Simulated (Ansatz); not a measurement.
# Sn wire along [100], 25 atoms a period, H-terminated: bands by functional and under strain, part 3 of 3

Wanted: the relaxed geometry and the bands of the Sn wire along [100], 25 atoms a period, H-terminated.

Ansatz 0.2.0; DFT PBE, plane waves, PAW; relaxation of a wire's period; PAW set soft_1 (the session's first sound run).

So far, band gap (eV): step 3 (the perfect wire, PBE) 1.66; step 4 (another level of theory, cutoff 500 eV, k-mesh 1×1×10, r2SCAN PBE) 1.99; step 5 (another level of theory, level HSE06, cutoff 420 eV, HSE06 PBE) 2.31.

### 6. At a strained period, period over the relaxed period 0.97

This step: DFT PBE, plane waves, PAW; relaxation at a fixed period; PAW set soft_1 (Ansatz 0.2.0).

The period is set to 0.97 times the relaxed one and the atoms relax within it: strain changes bond lengths and angles, which shifts the bands against each other. Against the first PBE run of this kind, the mesh along the wire has 10 points against 13.

The cell differs from the one that the last finished run ended in (c 6.624 → 6.425 Å).

Contents of input.yaml:

```yaml
crystal:
  lattice:
    - [22.121, 0.0, 0.0]
    - [0.0, 22.121, 0.0]
    - [0.0, 0.0, 6.4250633249]
  atoms:
    - { symbol: Sn, position: [0.201936659, 0.5, 0.0] }
    - { symbol: Sn, position: [0.351445419, 0.351445419, 0.994930103] }
    - { symbol: Sn, position: [0.351445419, 0.648554581, 0.005069897] }
    - { symbol: Sn, position: [0.5, 0.201936659, 0.0] }
    - { symbol: Sn, position: [0.5, 0.5, 0.0] }
    - { symbol: Sn, position: [0.5, 0.798063341, 0.0] }
    - { symbol: Sn, position: [0.648554581, 0.351445419, 0.005069897] }
    - { symbol: Sn, position: [0.648554581, 0.648554581, 0.994930103] }
    - { symbol: Sn, position: [0.798063341, 0.5, 0.0] }
    - { symbol: H, position: [0.155271814, 0.4556836, 0.148929407] }
    - { symbol: H, position: [0.306127728, 0.306127728, 0.147996313] }
    - { symbol: H, position: [0.4556836, 0.155271814, 0.148929407] }
    - { symbol: H, position: [0.5443164, 0.844728186, 0.148929407] }
    - { symbol: H, position: [0.693872272, 0.693872272, 0.147996313] }
    - { symbol: H, position: [0.844728186, 0.5443164, 0.148929407] }
    - { symbol: Sn, position: [0.276207966, 0.573626969, 0.246182563] }
    - { symbol: Sn, position: [0.425106278, 0.425106278, 0.250354574] }
    - { symbol: Sn, position: [0.426373031, 0.723792034, 0.246182563] }
    - { symbol: Sn, position: [0.573626969, 0.276207966, 0.246182563] }
    - { symbol: Sn, position: [0.574893722, 0.574893722, 0.250354574] }
    - { symbol: Sn, position: [0.723792034, 0.426373031, 0.246182563] }
    - { symbol: H, position: [0.231021938, 0.619055883, 0.398908258] }
    - { symbol: H, position: [0.380944117, 0.768978062, 0.398908258] }
    - { symbol: H, position: [0.619055883, 0.231021938, 0.398908258] }
    - { symbol: H, position: [0.768978062, 0.380944117, 0.398908258] }
    - { symbol: Sn, position: [0.350176477, 0.5, 0.5] }
    - { symbol: Sn, position: [0.5, 0.350176477, 0.5] }
    - { symbol: Sn, position: [0.5, 0.649823523, 0.5] }
    - { symbol: Sn, position: [0.649823523, 0.5, 0.5] }
    - { symbol: H, position: [0.231021938, 0.380944117, 0.601091742] }
    - { symbol: H, position: [0.380944117, 0.231021938, 0.601091742] }
    - { symbol: H, position: [0.619055883, 0.768978062, 0.601091742] }
    - { symbol: H, position: [0.768978062, 0.619055883, 0.601091742] }
    - { symbol: Sn, position: [0.276207966, 0.426373031, 0.753817437] }
    - { symbol: Sn, position: [0.426373031, 0.276207966, 0.753817437] }
    - { symbol: Sn, position: [0.425106278, 0.574893722, 0.749645426] }
    - { symbol: Sn, position: [0.574893722, 0.425106278, 0.749645426] }
    - { symbol: Sn, position: [0.573626969, 0.723792034, 0.753817437] }
    - { symbol: Sn, position: [0.723792034, 0.573626969, 0.753817437] }
    - { symbol: H, position: [0.155271814, 0.5443164, 0.851070593] }
    - { symbol: H, position: [0.306127728, 0.693872272, 0.852003687] }
    - { symbol: H, position: [0.4556836, 0.844728186, 0.851070593] }
    - { symbol: H, position: [0.5443164, 0.155271814, 0.851070593] }
    - { symbol: H, position: [0.693872272, 0.306127728, 0.852003687] }
    - { symbol: H, position: [0.844728186, 0.4556836, 0.851070593] }
kpoints:
  mp_grid: { grid: [1, 1, 10] }
  band_path: { path: ["Γ", Z], npoints: 90 }
scf:
  occupations: { method: fermi_dirac, width: 0.05 }
hamiltonian:
  xc: pbe
  pseudopotentials: { kind: paw, azcp: { folder: soft_1 } }
relax:
  max_steps: 40
  f_tol: 0.02
output:
  stress: true
```

Run with:

```bash
> ansatz run input.yaml --threads 4 --pin off --max-ram 16384MiB --backend cpu --events-out ev --progress --plain --runs-dir out
```

Numbers of over 12 decimals in the logs are rounded to 6 here.

The program printed:

```text
Warning: output.stress: scf.convergence.dr2_threshold = 1e-7 eV (the SCF's general default) is looser than the 4.5e-9 eV advised for a printed stress (1e-10 eV for each atom of the cell: 45). What an SCF threshold leaves in a stress goes as its square root, and in the free energy as the threshold itself, and one threshold admits the most on a small cell: [figures from the program's tests cut] Every solve of this run  [...]
[...]
Crystal: 45 atoms, lattice volume = 3144.032 Å³
Basis set: ecut = 420 eV, 61541 PW (Γ), exchange–correlation on 300×300×90 points (8 copies of the dense FFT grid, shifted against one another)
Bands: 230, of which v1, the nominal top of the filled ones, is band 185 counted from 1 (184 counted from 0)
Symmetry: 8 space group operations
[...]
k-points: 6 of 10
[...]
SCF iter   1: F=—  HF=-150921.646294 eV  |F-HF|=—  |Δ(HF+E_count)|=         —  Δρ=2.55e-2  dr2=2.10e1  ethr=3.10e-3  ⟨swp⟩=7.0  Hψ=5705  notcnv=0  defer=68
[...]
SCF iter   8: F=-150915.750405 eV  HF=-150915.750395 eV  |F-HF|=1.05e-5  |Δ(HF+E_count)|=   3.52e-5  Δρ=1.25e-5  dr2=6.68e-6  ethr=2.70e-9  ⟨swp⟩=4.0  Hψ=5869  notcnv=0
SCF 1 converged in 8 iterations: F = -150915.750405 eV  dr2 = 6.68e-6
[...]
relax step   1: F+E_penalty+E_count = -150915.75040530 eV  Δ(F+E_penalty+E_count) = +0.000e0 eV  max|allowed force component| = 1.605e-1 eV/Å  Δτ_max = 0.0000 Å  (8 SCF iters, dr2 threshold 1.00e-5 eV, accepted)
[...]
SCF iter   8: F=-150915.577291 eV  HF=-150915.577291 eV  |F-HF|=2.12e-7  |Δ(HF+E_count)|=   4.71e-8  Δρ=4.01e-6  dr2=5.99e-7  ethr=4.35e-10  ⟨swp⟩=6.0  Hψ=4286  notcnv=0
SCF 2 converged in 8 iterations: F = -150915.577291 eV  dr2 = 5.99e-7
[...]
relax step   2: F+E_penalty+E_count = -150915.57729075 eV  Δ(F+E_penalty+E_count) = +1.731e-1 eV  max|allowed force component| = 4.930e-1 eV/Å  Δτ_max = 0.1737 Å  (8 SCF iters, dr2 threshold 1.61e-6 eV, rejected (line search))
SCF iter   1: F=—  HF=-150915.915057 eV  |F-HF|=—  |Δ(HF+E_count)|=         —  Δρ=3.74e-3  dr2=3.24e-1  ethr=1.03e-3  ⟨swp⟩=5.8  Hψ=3964  notcnv=0  defer=137
[...]
SCF iter   9: F=-150915.867136 eV  HF=-150915.867136 eV  |F-HF|=7.48e-9  |Δ(HF+E_count)|=   5.56e-8  Δρ=5.15e-7  dr2=8.53e-9  ethr=2.70e-11  ⟨swp⟩=5.0  Hψ=4170  notcnv=0
SCF 3 converged in 9 iterations: F = -150915.867136 eV  dr2 = 8.53e-9
[...]
relax step   3: F+E_penalty+E_count = -150915.86713563 eV  Δ(F+E_penalty+E_count) = -1.167e-1 eV  max|allowed force component| = 2.716e-2 eV/Å  Δτ_max = 0.0809 Å  (9 SCF iters, accepted)
SCF iter   1: F=—  HF=-150915.870438 eV  |F-HF|=—  |Δ(HF+E_count)|=         —  Δρ=4.59e-4  dr2=4.80e-3  ethr=1.53e-5  ⟨swp⟩=4.0  Hψ=2657  notcnv=0  defer=210
[...]
SCF iter   7: F=-150915.869369 eV  HF=-150915.869369 eV  |F-HF|=1.11e-8  |Δ(HF+E_count)|=   1.25e-7  Δρ=7.91e-7  dr2=2.96e-8  ethr=2.70e-11  ⟨swp⟩=5.8  Hψ=4286  notcnv=0
SCF 4 converged in 7 iterations: F = -150915.869369 eV  dr2 = 2.96e-8
[...]
relax step   4: F+E_penalty+E_count = -150915.86936873 eV  Δ(F+E_penalty+E_count) = -2.233e-3 eV  max|allowed force component| = 1.321e-2 eV/Å  Δτ_max = 0.0175 Å  (7 SCF iters, accepted)
[...]
the band table was solved once a step of the walk had ended and its energy, with any forces and stress, was formed, with the checks that follow a solve (6805 applications of the Hamiltonian). They found nothing against the state; the energy, forces and stress were not computed again (output.eigenvalues in the input reference)
[...]
SCF converged after 7 iterations
Free energy (F): -150915.869369 eV
[...]
Internal energy: -150915.869369 eV  (E = F + TS)
E sigma→0 (E₀):  -150915.869369 eV
Entropy (-TS):   -0.000000 eV (-0.000 meV/atom)
Fermi energy:    -0.910624 eV
[...]
--- Forces (eV/Å), atoms counted from 1 ---
  atom   1  Sn    -0.01070943     0.00000000     0.00000000
  atom   2  Sn    -0.00702273    -0.00702273    -0.00731308
  atom   3  Sn    -0.00702273     0.00702273     0.00731308
  atom   4  Sn     0.00000000    -0.01070943     0.00000000
  atom   5  Sn     0.00000000     0.00000000     0.00000000
  atom   6  Sn     0.00000000     0.01070943     0.00000000
  atom   7  Sn     0.00702273    -0.00702273     0.00731308
  atom   8  Sn     0.00702273     0.00702273    -0.00731308
  atom   9  Sn     0.01070943     0.00000000     0.00000000
  atom  10  H      0.00589345     0.00077593     0.00055508
  atom  11  H      0.00308718     0.00308718    -0.00390929
  atom  12  H      0.00077593     0.00589345     0.00055508
  atom  13  H     -0.00077593    -0.00589345     0.00055508
  atom  14  H     -0.00308718    -0.00308718    -0.00390929
  atom  15  H     -0.00589345    -0.00077593     0.00055508
  atom  16  Sn    -0.00856012     0.01127510    -0.01122297
  atom  17  Sn     0.00471361     0.00471361    -0.00149989
  atom  18  Sn    -0.01127510     0.00856012    -0.01122297
  atom  19  Sn     0.01127510    -0.00856012    -0.01122297
  atom  20  Sn    -0.00471361    -0.00471361    -0.00149989
  atom  21  Sn     0.00856012    -0.01127510    -0.01122297
  atom  22  H      0.00105603    -0.00428108    -0.00493563
  atom  23  H      0.00428108    -0.00105603    -0.00493563
  atom  24  H     -0.00428108     0.00105603    -0.00493563
  atom  25  H     -0.00105603     0.00428108    -0.00493563
  atom  26  Sn     0.01321044     0.00000000     0.00000000
  atom  27  Sn    -0.00000000     0.01321044     0.00000000
  atom  28  Sn    -0.00000000    -0.01321044     0.00000000
  atom  29  Sn    -0.01321044     0.00000000     0.00000000
  atom  30  H      0.00105603     0.00428108     0.00493563
  atom  31  H      0.00428108     0.00105603     0.00493563
  atom  32  H     -0.00428108    -0.00105603     0.00493563
  atom  33  H     -0.00105603    -0.00428108     0.00493563
  atom  34  Sn    -0.00856012    -0.01127510     0.01122297
  atom  35  Sn    -0.01127510    -0.00856012     0.01122297
  atom  36  Sn     0.00471361    -0.00471361     0.00149989
  atom  37  Sn    -0.00471361     0.00471361     0.00149989
  atom  38  Sn     0.01127510     0.00856012     0.01122297
  atom  39  Sn     0.00856012     0.01127510     0.01122297
  atom  40  H      0.00589345    -0.00077593    -0.00055508
  atom  41  H      0.00308718    -0.00308718     0.00390929
  atom  42  H      0.00077593    -0.00589345    -0.00055508
  atom  43  H     -0.00077593     0.00589345    -0.00055508
  atom  44  H     -0.00308718     0.00308718     0.00390929
  atom  45  H     -0.00589345     0.00077593    -0.00055508
  max |Σ_I F_I| component: 3.69e-18 eV/Å
--- Stress (GPa, compression-positive) ---
        0.002586       0.000000       0.000000
        0.000000       0.002586       0.000000
        0.000000       0.000000       0.174270
  P = ⅓ Tr σ = 0.0598 GPa (0.598 kbar)
--- Band table (eV; the first three rows and the last of 6) ---
  k-point 0: bands = [... 181 lower, -1.9993, -1.9861, -1.9861, -1.7473, -0.0773, 0.5609, 0.5909, 0.6066, ... 41 higher]
  k-point 1: bands = [... 181 lower, -2.0619, -1.9770, -1.9770, -1.7721, -0.0440, 0.5499, 0.5499, 0.6217, ... 41 higher]
  k-point 2: bands = [... 181 lower, -2.2131, -1.9576, -1.9576, -1.8478, 0.0459, 0.3657, 0.3657, 0.5386, ... 41 higher]
  k-point 5: bands = [... 181 lower, -2.2838, -2.1808, -2.1808, -2.1452, 0.0594, 0.1111, 0.1111, 0.1255, ... 41 higher]
--- Relaxed structure (4 steps of the walk, 3 accepted, 0 SCFs on fresh bases) ---
  F+E_penalty+E_count = -150915.86936873 eV   max|allowed force component| = 1.321e-2 eV/Å
  atoms:
    - { symbol: Sn, position: [0.199156, 0.5, 4.079897405983376e-19] }
    - { symbol: Sn, position: [0.349838, 0.349838, 0.997148] }
    - { symbol: Sn, position: [0.349838, 0.650162, 0.002852] }
    - { symbol: Sn, position: [0.5, 0.199156, 4.0798974059833764e-19] }
    - { symbol: Sn, position: [0.5, 0.5, 4.0798974059833735e-19] }
    - { symbol: Sn, position: [0.5, 0.800844, 4.079897405983373e-19] }
    - { symbol: Sn, position: [0.650162, 0.349838, 0.002852] }
    - { symbol: Sn, position: [0.650162, 0.650162, 0.997148] }
    - { symbol: Sn, position: [0.800844, 0.5, 4.0798974059833735e-19] }
    - { symbol: H, position: [0.152437, 0.456973, 0.157885] }
    - { symbol: H, position: [0.305580, 0.305580, 0.161890] }
    - { symbol: H, position: [0.456973, 0.152437, 0.157885] }
    - { symbol: H, position: [0.543027, 0.847563, 0.157885] }
    - { symbol: H, position: [0.694420, 0.694420, 0.161890] }
    - { symbol: H, position: [0.847563, 0.543027, 0.157885] }
    - { symbol: Sn, position: [0.274335, 0.574543, 0.247813] }
    - { symbol: Sn, position: [0.424575, 0.424575, 0.249830] }
    - { symbol: Sn, position: [0.425457, 0.725665, 0.247813] }
    - { symbol: Sn, position: [0.574543, 0.274335, 0.247813] }
    - { symbol: Sn, position: [0.575425, 0.575425, 0.249830] }
    - { symbol: Sn, position: [0.725665, 0.425457, 0.247813] }
    - { symbol: H, position: [0.230111, 0.618691, 0.412735] }
    - { symbol: H, position: [0.381309, 0.769889, 0.412735] }
    - { symbol: H, position: [0.618691, 0.230111, 0.412735] }
    - { symbol: H, position: [0.769889, 0.381309, 0.412735] }
    - { symbol: Sn, position: [0.349279, 0.5, 0.5] }
    - { symbol: Sn, position: [0.5, 0.349279, 0.5] }
    - { symbol: Sn, position: [0.5, 0.650721, 0.5] }
    - { symbol: Sn, position: [0.650721, 0.5, 0.5] }
    - { symbol: H, position: [0.230111, 0.381309, 0.587265] }
    - { symbol: H, position: [0.381309, 0.230111, 0.587265] }
    - { symbol: H, position: [0.618691, 0.769889, 0.587265] }
    - { symbol: H, position: [0.769889, 0.618691, 0.587265] }
    - { symbol: Sn, position: [0.274335, 0.425457, 0.752187] }
    - { symbol: Sn, position: [0.425457, 0.274335, 0.752187] }
    - { symbol: Sn, position: [0.424575, 0.575425, 0.750170] }
    - { symbol: Sn, position: [0.575425, 0.424575, 0.750170] }
    - { symbol: Sn, position: [0.574543, 0.725665, 0.752187] }
    - { symbol: Sn, position: [0.725665, 0.574543, 0.752187] }
    - { symbol: H, position: [0.152437, 0.543027, 0.842115] }
    - { symbol: H, position: [0.305580, 0.694420, 0.838110] }
    - { symbol: H, position: [0.456973, 0.847563, 0.842115] }
    - { symbol: H, position: [0.543027, 0.152437, 0.842115] }
    - { symbol: H, position: [0.694420, 0.305580, 0.838110] }
    - { symbol: H, position: [0.847563, 0.456973, 0.842115] }
```

Wall time 22 min (4 threads of Intel Xeon Platinum 8375C at 2.90GHz (Ice Lake), shared host); peak memory 13 GiB.

Relaxation path:

| step | energy less that of the first step (eV) | largest force component (eV/Å) |
| --- | --- | --- |
| 1 | 0.0000 | 0.1605 |
| 2 | 0.1731 | 0.4930 |
| 3 | -0.1167 | 0.0272 |
| 4 | -0.1190 | 0.0132 |

Relaxation step 2 was tried and not accepted.

Forces are held to the 8 operations that the run works with; a distortion that breaks them can't arise in this run.

The atoms that moved most (Å):

| atom | dx | dy | dz | length |
| --- | --- | --- | --- | --- |
| H23 | 0.008 | 0.020 | 0.089 | 0.091 |
| H25 | 0.020 | 0.008 | 0.089 | 0.091 |
| H32 | -0.008 | 0.020 | -0.089 | 0.091 |
| H33 | 0.020 | -0.008 | -0.089 | 0.091 |
| H24 | -0.008 | -0.020 | 0.089 | 0.091 |
| H22 | -0.020 | -0.008 | 0.089 | 0.091 |
| H31 | 0.008 | -0.020 | -0.089 | 0.091 |
| H30 | -0.020 | 0.008 | -0.089 | 0.091 |

This step gave:

```
band gap : 1.670 eV
```

The electronic bands at the labelled points (eV, zero at the Fermi level; v1 is the highest filled band, c1 the lowest empty one):

| point | v4 | v3 | v2 | v1 | c1 | c2 | c3 | c4 |
| --- | --- | --- | --- | --- | --- | --- | --- | --- |
| Γ | -1.09 | -1.08 | -1.08 | -0.84 | 0.83 | 1.47 | 1.50 | 1.52 |
| halfway | -1.39 | -1.04 | -1.04 | -0.99 | 1.01 | 1.19 | 1.19 | 1.36 |
| Z | -1.37 | -1.27 | -1.27 | -1.23 | 0.97 | 1.02 | 1.02 | 1.04 |

The gap is 1.67 eV, against 1.66 eV under PBE at the relaxed period.

### 7. At a strained period, period over the relaxed period 0.94

The period is set to 0.94 times the relaxed one and the atoms relax within it: strain changes bond lengths and angles, which shifts the bands against each other. Against the first PBE run of this kind, the mesh along the wire has 10 points against 13.

The cell differs from the one that the last finished run ended in (c 6.425 → 6.226 Å).

Changes to input.yaml since step 6:

```diff
@@ -4,3 +4,3 @@
     - [0.0, 22.121, 0.0]
-    - [0.0, 0.0, 6.4250633249]
+    - [0.0, 0.0, 6.2263500262]
   atoms:
```

The program printed:

```text
[...]
Crystal: 45 atoms, lattice volume = 3046.794 Å³
Basis set: ecut = 420 eV, 59701 PW (Γ), exchange–correlation on 300×300×90 points (8 copies of the dense FFT grid, shifted against one another)
Bands: 230, of which v1, the nominal top of the filled ones, is band 185 counted from 1 (184 counted from 0)
Symmetry: 8 space group operations
[...]
- { symbol: Sn, position: [0.576182, 0.423818, 0.751257] }
    - { symbol: Sn, position: [0.575627, 0.727973, 0.751553] }
    - { symbol: Sn, position: [0.727973, 0.575627, 0.751553] }
[...]
- { symbol: H, position: [0.458843, 0.850509, 0.831012] }
    - { symbol: H, position: [0.541157, 0.149491, 0.831012] }
    - { symbol: H, position: [0.695220, 0.304780, 0.823509] }
    - { symbol: H, position: [0.850509, 0.458843, 0.831012] }
[key lines of the parts left out:]
SCF converged after 8 iterations
Free energy (F): -150915.712630 eV
Fermi energy:    -0.713507 eV
P = ⅓ Tr σ = 0.1246 GPa (1.246 kbar)
```

The job ended after 21 min (4 threads; peak memory 12 GiB; 84 min of CPU time).

Relaxation path:

| step | energy less that of the first step (eV) | largest force component (eV/Å) |
| --- | --- | --- |
| 1 | 0.0000 | 0.3217 |
| 2 | -0.2757 | 0.4653 |
| 3 | -0.4964 | 0.0656 |
| 4 | -0.5121 | 0.0122 |

The run keeps the 8 symmetry operations that it works with, so distortions that break them were not tested.

The atoms that moved most (Å):

| atom | dx | dy | dz | length |
| --- | --- | --- | --- | --- |
| H43 | -0.070 | -0.128 | -0.125 | 0.192 |
| H40 | -0.128 | -0.070 | -0.125 | 0.192 |
| H15 | 0.128 | -0.070 | 0.125 | 0.192 |
| H13 | -0.070 | 0.128 | 0.125 | 0.192 |
| H10 | -0.128 | 0.070 | 0.125 | 0.192 |
| H12 | 0.070 | -0.128 | 0.125 | 0.192 |
| H45 | 0.128 | 0.070 | -0.125 | 0.192 |
| H42 | 0.070 | 0.128 | -0.125 | 0.192 |

This step gave:

```yaml
band_gap: 1.647 eV
```

Electronic bands along the path, in eV, zero at the Fermi level; v1 is the highest filled band, c1 the lowest empty one:

| point | v4 | v3 | v2 | v1 | c1 | c2 | c3 | c4 |
| --- | --- | --- | --- | --- | --- | --- | --- | --- |
| Γ | -1.18 | -1.14 | -1.14 | -0.82 | 0.82 | 1.45 | 1.46 | 1.48 |
| halfway | -1.48 | -1.12 | -1.12 | -0.95 | 0.99 | 1.16 | 1.16 | 1.28 |
| Z | -1.37 | -1.26 | -1.26 | -1.22 | 0.93 | 0.98 | 0.98 | 0.98 |

The gap is 1.65 eV, against 1.66 eV under PBE at the relaxed period.

### 8. Summary of results

| Item | Value |
| --- | --- |
| cell length, PBE | 6.624 Å |
| gap, PBE | 1.66 eV |
| gap, r2SCAN | 1.99 eV |
| gap, HSE06 | 2.31 eV |
| gap, period scaled by 0.97 | 1.67 eV |
| gap, period scaled by 0.94 | 1.65 eV |

Under PBE the cell's length is 6.62 Å, and a gap of 1.66 eV makes it a semiconductor. At the relaxed period the wire is gapped under every functional, from 1.66 eV (PBE) to 2.31 eV (HSE06). Weak screening in one dimension makes quasiparticle gaps larger than the semilocal gaps, as a rule. A hybrid's gap is read on a coarse mesh, without a band path.

[Logs are printed without paths, hosts, clocks, repeated set-up lines and the standing remarks that a program may print on its own settings, such as how far it seeks lower states.]

[Hosts, paths, dates, database ids (printed as entryN), source tags and the programs' standing remarks are cut or masked in the printed files.]
